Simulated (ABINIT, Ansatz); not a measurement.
## Quasiparticle gap of AlBO3 (R-3c) in ABINIT

Aim: the G0W0 gap of AlBO3 (R-3c) on PBEsol, step by step.

Calculated with ABINIT 10.8.3; PBEsol and many-body steps on it, plane waves.

### Step 1. Set-up

Symmetry: R-3c, No. 167, trigonal system. Conventional cell: a = 4.464 Å, b = 4.464 Å, c = 13.745 Å, α = 90.00°, β = 90.00°, γ = 120.00°. Al has 6 O at 1.92 Å nearest. Nearest to B lie 3 O at 1.38 Å. Nearest to O lie 1 B at 1.38 Å and 2 Al at 1.92 Å. Farther neighbours and most contacts between anions are not listed.

As a file:

```cif
data_structure
_symmetry_space_group_name_H-M 'P 1'
_symmetry_Int_Tables_number 1
_cell_length_a 5.2568
_cell_length_b 5.2568
_cell_length_c 5.2568
_cell_angle_alpha 50.248
_cell_angle_beta 50.248
_cell_angle_gamma 50.248
_cell_volume 79.06
loop_
_atom_site_label
_atom_site_type_symbol
_atom_site_fract_x
_atom_site_fract_y
_atom_site_fract_z
_atom_site_occupancy
Al1 Al 0.00000 0.00000 0.00000 1
Al2 Al 0.50000 0.50000 0.50000 1
B3 B 0.25000 0.25000 0.25000 1
B4 B 0.75000 0.75000 0.75000 1
O5 O 0.94098 0.55902 0.25000 1
O6 O 0.25000 0.94098 0.55902 1
O7 O 0.55902 0.25000 0.94098 1
O8 O 0.05902 0.44098 0.75000 1
O9 O 0.75000 0.05902 0.44098 1
O10 O 0.44098 0.75000 0.05902 1
```

The cell and positions come from the Crystallography Open Database and are kept as given unless a step says otherwise.

### Step 2. Ground state

This step: ABINIT 10.8.3; DFT, PBEsol, plane waves, norm-conserving pseudopotentials.

The ground-state density comes first.

Input file run.abi:

```
acell 3*1.0 Angstrom
rprim 
  2.231899999996 1.288588065802 4.581666666700
  -2.231899999996 1.288588065802 4.581666666700
  0.000000000000 -2.577176131604 4.581666666700
ntypat 3
znucl 13 5 8
natom 10
typat 1 1 2 2 3 3 3 3 3 3
xred 
  0.000000000000 -0.000000000000 -0.000000000000
  0.500000000000 0.500000000000 0.500000000000
  0.250000000000 0.250000000000 0.250000000000
  0.750000000000 0.750000000000 0.750000000000
  0.940980000000 0.559020000000 0.250000000000
  0.250000000000 0.940980000000 0.559020000000
  0.559020000000 0.250000000000 0.940980000000
  0.059020000000 0.440980000000 0.750000000000
  0.750000000000 0.059020000000 0.440980000000
  0.440980000000 0.750000000000 0.059020000000
pp_dirpath "pseudos"
pseudos "Al.upf, B.upf, O.upf"
ecut 36
ngkpt 6 6 6
nshiftk 1
shiftk 0 0 0
kptopt 1
chksymbreak 0
nband 33
occopt 1
tolvrs 1e-10
nstep 60
prtwf 0
optforces 0
optstress 0
indata_prefix "in"
outdata_prefix "out"
tmpdata_prefix "tmp"
```

Launch:

```bash
OMP_NUM_THREADS=1 mpirun -n 8 abinit run.abi > log
```

Numbers of over 12 decimals in the logs are rounded to 6 here.

What it wrote:

```text
.Version 10.8.3 of ABINIT. v10.8.2 released Aug 2026.

 Symmetries : space group R-3 c (#167); Bravais hR (rhombohedral)
================================================================================
 Values of the parameters that define the memory need of the present run
     intxc =       0    ionmov =       0      iscf =       7    lmnmax =       6
     lnmax =       6     mgfft =      54  mpssoang =       3    mqgrid =    3001
     natom =      10  nloc_mem =       1    nspden =       1   nspinor =       1
    nsppol =       1      nsym =      12    n1xccc =    2501    ntypat =       3
    occopt =       1   xclevel =       2
-    mband =          33        mffmem =           1         mkmem =           4
       mpw =        5531          nfft =      157464          nkpt =          32
================================================================================
  Rough estimation (10% accuracy) of disk space for files :
================================================================================

--------------------------------------------------------------------------------
------------- Echo of variables that govern the present computation ------------
--------------------------------------------------------------------------------
 -outvars: echo values of preprocessed input variables --------
            acell      1.8897261259E+00  1.8897261259E+00  1.8897261259E+00 Bohr

      chksymbreak           0
             ecut      3.60000000E+01 Hartree
-          fftalg         312

              ixc     -116133
              kpt      0.00000000E+00  0.00000000E+00  0.00000000E+00
                       1.66666667E-01  0.00000000E+00  0.00000000E+00
                       3.33333333E-01  0.00000000E+00  0.00000000E+00
                       5.00000000E-01  0.00000000E+00  0.00000000E+00
                       1.66666667E-01  1.66666667E-01  0.00000000E+00
                       3.33333333E-01  1.66666667E-01  0.00000000E+00
                       5.00000000E-01  1.66666667E-01  0.00000000E+00
                      -3.33333333E-01  1.66666667E-01  0.00000000E+00
                      -1.66666667E-01  1.66666667E-01  0.00000000E+00
   [... 21 further rows ...]
                      -3.33333333E-01  5.00000000E-01  3.33333333E-01
                       5.00000000E-01  5.00000000E-01  5.00000000E-01
         kptrlatt        6    0    0      0    6    0      0    0    6
          kptrlen      5.06121569E+01
P           mkmem           4
            natom          10
            nband          33
            ngfft          54      54      54
             nkpt          32
            nstep          60
             nsym          12
           ntypat           3
              occ      2.000000  2.000000  2.000000  2.000000  2.000000  2.000000
                       2.000000  2.000000  2.000000  2.000000  2.000000  2.000000
                       2.000000  2.000000  2.000000  2.000000  2.000000  2.000000
                       2.000000  2.000000  2.000000  2.000000  2.000000  2.000000
                       0.000000  0.000000  0.000000  0.000000  0.000000  0.000000
[...]
optforces           0
        optstress           0
            prtwf           0
            rprim      2.2319000000E+00  1.2885880658E+00  4.5816666667E+00
[...]
spgroup         167

           tolvrs      1.00000000E-10

             xred      0.0000000000E+00  0.0000000000E+00  0.0000000000E+00
[...]
znucl       13.00000    5.00000    8.00000

================================================================================

 chkinp: Checking input parameters for consistency.

================================================================================
== DATASET  1 ==================================================================
-   mpi_nproc: 8, omp_nthreads: 1 (-1 if OMP is not activated)

--- !DatasetInfo
iteration_state: {dtset: 1, }
dimensions: {natom: 10, nkpt: 32, mband: 33, nsppol: 1, nspinor: 1, nspden: 1, mpw: 5531, }
cutoff_energies: {ecut:  36.0, pawecutdg:  -1.0, }
electrons: {nelect:   4.80000000E+01, charge:   0.00000000E+00, occopt:   1.00000000E+00, tsmear:   1.00000000E-02, }

 Real(R)+Recip(G) space primitive vectors, cartesian coordinates (Bohr,Bohr^-1):
 R(1)=  4.2176797  2.4350785  8.6580952  G(1)=  0.1185486  0.0684441  0.0384996
 R(2)= -4.2176797  2.4350785  8.6580952  G(2)= -0.1185486  0.0684441  0.0384996
 R(3)=  0.0000000 -4.8701571  8.6580952  G(3)=  0.0000000 -0.1368881  0.0384996
 Unit cell volume ucvol=  5.3353164E+02 bohr^3
 Angles (23,13,12)=  5.02478172E+01  5.02478172E+01  5.02478172E+01 degrees

 getcut: wavevector=  0.0000  0.0000  0.0000  ngfft=  54  54  54
         ecut(hartree)=     36.000   => boxcut(ratio)=   2.01285

--- Pseudopotential description ------------------------------------------------
- Al Generated using ONCVPSP code by D. R. Hamann
- 13.00000   3.00000  180301                  znucl, zion, pspdat
12 -116133 2 -1 1876                          pspcod,pspxc,lmax,lloc,mmax
     nproj     2     2     2
  pspatm : epsatm=    0.68509285
         --- l  ekb(1:nproj) -->
[...]
pspatm: atomic psp has been read  and splines computed

- B Generated using ONCVPSP code by D. R. Hamann
-  5.00000   3.00000  180301                  znucl, zion, pspdat
[...]
nproj     2     2     0
  pspatm : epsatm=    3.20154509
         --- l  ekb(1:nproj) -->
[...]
pspatm: atomic psp has been read  and splines computed

- O Generated using ONCVPSP code by D. R. Hamann
-  8.00000   6.00000  180301                  znucl, zion, pspdat
12 -116133 2 -1 936                           pspcod,pspxc,lmax,lloc,mmax
     nproj     2     2     1
  pspatm : epsatm=    6.22910120
         --- l  ekb(1:nproj) -->
[...]
2   -1.335834
 pspatm: atomic psp has been read  and splines computed

   2.16709839E+03                                ecore*ucvol(ha*bohr**3)
--------------------------------------------------------------------------------

_setup2: Arith. and geom. avg. npw (full set) are    5504.931    5504.920

================================================================================

--- !BeginCycle
iteration_state: {dtset: 1, }
solver: {iscf: 7, nstep: 60, nline: 4, wfoptalg: 0, }
tolerances: {tolvrs: 1.00E-10, }

     iter   Etot(hartree)      deltaE(h)  residm     vres2
 ETOT  1  -109.50022466352    -1.095E+02 1.273E-01 1.258E+03
 ETOT  2  -109.66533765637    -1.651E-01 1.596E-02 9.170E+02
 ETOT  3  -109.95644919612    -2.911E-01 2.132E-02 9.611E+00
 ETOT  4  -109.95907012828    -2.621E-03 4.351E-03 2.316E-01
 ETOT  5  -109.95911708401    -4.696E-05 5.087E-03 2.953E-03
 ETOT  6  -109.95911752180    -4.378E-07 1.885E-03 8.964E-05
 ETOT  7  -109.95911754072    -1.892E-08 1.758E-03 7.443E-06
 ETOT  8  -109.95911754160    -8.754E-10 1.285E-03 1.358E-07
 ETOT  9  -109.95911754162    -2.244E-11 1.561E-03 9.378E-10
 ETOT 10  -109.95911754162    -8.527E-14 8.352E-04 2.039E-11

 At SCF step   10       vres2   =  2.04E-11 < tolvrs=  1.00E-10 =>converged.

--- !ResultsGS
iteration_state: {dtset: 1, }
comment   : Summary of ground state results
lattice_vectors:
- [  4.2176797,   2.4350785,   8.6580952, ]
- [ -4.2176797,   2.4350785,   8.6580952, ]
- [  0.0000000,  -4.8701571,   8.6580952, ]
lattice_lengths: [   9.93383,    9.93383,    9.93383, ]
lattice_angles: [ 50.248,  50.248,  50.248, ] # degrees, (23, 13, 12)
lattice_volume:   5.3353164E+02
convergence: {deltae: -8.527E-14, res2:  2.039E-11, residm:  8.352E-04, diffor:  0.000E+00, }
etotal    :  -1.09959118E+02
entropy   :   0.00000000E+00
fermie    :   1.81023823E-01
cartesian_stress_tensor: null
pressure_GPa: null
xred      :
- [  0.0000E+00,   0.0000E+00,   0.0000E+00, Al]
- [  5.0000E-01,   5.0000E-01,   5.0000E-01, Al]
- [  2.5000E-01,   2.5000E-01,   2.5000E-01,  B]
- [  7.5000E-01,   7.5000E-01,   7.5000E-01,  B]
- [  9.4098E-01,   5.5902E-01,   2.5000E-01,  O]
- [  2.5000E-01,   9.4098E-01,   5.5902E-01,  O]
- [  5.5902E-01,   2.5000E-01,   9.4098E-01,  O]
- [  5.9020E-02,   4.4098E-01,   7.5000E-01,  O]
- [  7.5000E-01,   5.9020E-02,   4.4098E-01,  O]
- [  4.4098E-01,   7.5000E-01,   5.9020E-02,  O]
cartesian_forces: null
force_length_stats: {min: null, max: null, mean: null, }

 Integrated electronic density in atomic spheres:
 ------------------------------------------------
 Atom  Sphere_radius  Integrated_density
[...]
================================================================================

 ----iterations are completed or convergence reached----

 Mean square residual over all n,k,spin=   55.856E-07; max=  83.521E-05
 reduced coordinates (array xred) for   10 atoms
[...]
0.250000000000      0.940980000000      0.559020000000
       0.559020000000      0.250000000000      0.940980000000
       0.059020000000      0.440980000000      0.750000000000
       0.750000000000      0.059020000000      0.440980000000
       0.440980000000      0.750000000000      0.059020000000
 rms dE/dt=  0.0000E+00; max dE/dt=  0.0000E+00; dE/dt below (all hartree)
    1       0.000000000000      0.000000000000      0.000000000000
    2       0.000000000000      0.000000000000      0.000000000000
    3       0.000000000000      0.000000000000      0.000000000000
    4       0.000000000000      0.000000000000      0.000000000000
    5       0.000000000000      0.000000000000      0.000000000000
    6       0.000000000000      0.000000000000      0.000000000000
    7       0.000000000000      0.000000000000      0.000000000000
    8       0.000000000000      0.000000000000      0.000000000000
    9       0.000000000000      0.000000000000      0.000000000000
   10       0.000000000000      0.000000000000      0.000000000000

 cartesian coordinates (angstrom) at end:
[...]
6     -1.542198     0.093990     8.017917
    7      0.689702    -1.382578     8.017917
    8     -0.852497    -1.288588     5.727083
    9      1.542198    -0.093990     5.727083
   10     -0.689702     1.382578     5.727083
 length scales=  1.889726125908  1.889726125908  1.889726125908 bohr
              =  1.000000000000  1.000000000000  1.000000000000 angstroms
 prteigrs : about to open file out_EIG
 Fermi (or HOMO) energy (hartree) =   0.18102   Average Vxc (hartree)=  -0.43314
 Eigenvalues (hartree) for nkpt=  32  k points:
 kpt#   1, nband= 33, wtk=  0.00463, kpt=  0.0000  0.0000  0.0000 (reduced coord)
  -0.56688   -0.50482   -0.46020   -0.46020   -0.45439   -0.45439   -0.09529   -0.08326
  -0.06494   -0.06073   -0.06073   -0.02689   -0.02689    0.03322    0.04579    0.09960
   0.09960    0.09967    0.09967    0.14046    0.14046    0.14916    0.18102    0.18102
   0.40366    0.41802    0.49426    0.58238    0.60289    0.60289    0.63268    0.66110
   0.69766
 prteigrs : prtvol=0 or 1, do not print more k-points.

--- !EnergyTerms
iteration_state     : {dtset: 1, }
comment             : Components of total free energy in Hartree
kinetic             :  7.37469263946262E+01
hartree             :  2.62394877116427E+01
xc                  : -2.98496483747678E+01
Ewald energy        : -8.73941805077459E+01
psp_core            :  4.06179920334279E+00
local_psp           : -8.13141055681051E+01
non_local_psp       : -1.54493964006112E+01
total_energy        : -1.09959117541618E+02
total_energy_eV     : -2.99214001869220E+03
band_energy         : -4.15715316111732E+00

== END DATASET(S) ==============================================================
================================================================================

 -outvars: echo values of variables after computation  --------
           etotal     -1.0995911754E+02
            nband          33
             nkpt          32
          spgroup         167
 [... the other variables as echoed above ...]

 Calculation completed.
```

Run time: 45 s. Hardware: 8 MPI ranks of Arm Neoverse V1, shared host; peak memory 0.82 GiB.

Numbers from this step:

```yaml
total_energy: -2992.1400 eV
gap: 5.861 eV
k_of_the_valence_top: 0, 0, 0
k_of_the_conduction_bottom: 0.1667, 0.1667, 0.1667
least_direct_gap: 5.949 eV
```

The gap is indirect, with the least direct gap 0.09 eV higher.

(Continued in part 2 of 3.)

[Paths, hosts, dates, memory and timing lines, banners, echoed tables and standing remarks are left out of the program output.]

[Logs are printed without paths, hosts, clocks, repeated set-up lines and the standing remarks that a program may print on its own settings, such as how far it seeks lower states.]

[Runs of the session that timed out or met a known fault of the program may be left out.]

[Hosts, paths, dates, database ids (printed as entryN), source tags and the programs' standing remarks are cut or masked in the printed files.]

[G0W0 gaps are taken among the corrected bands and points alone; a level outside them can change the order at an edge.]

[Where Ansatz stands beside ABINIT at settings called matched, ABINIT's density can come from a denser mesh and the files from another edition; pairs whose starting gaps differed by over 0.03 eV were left out, so agreement reads better than it is.]
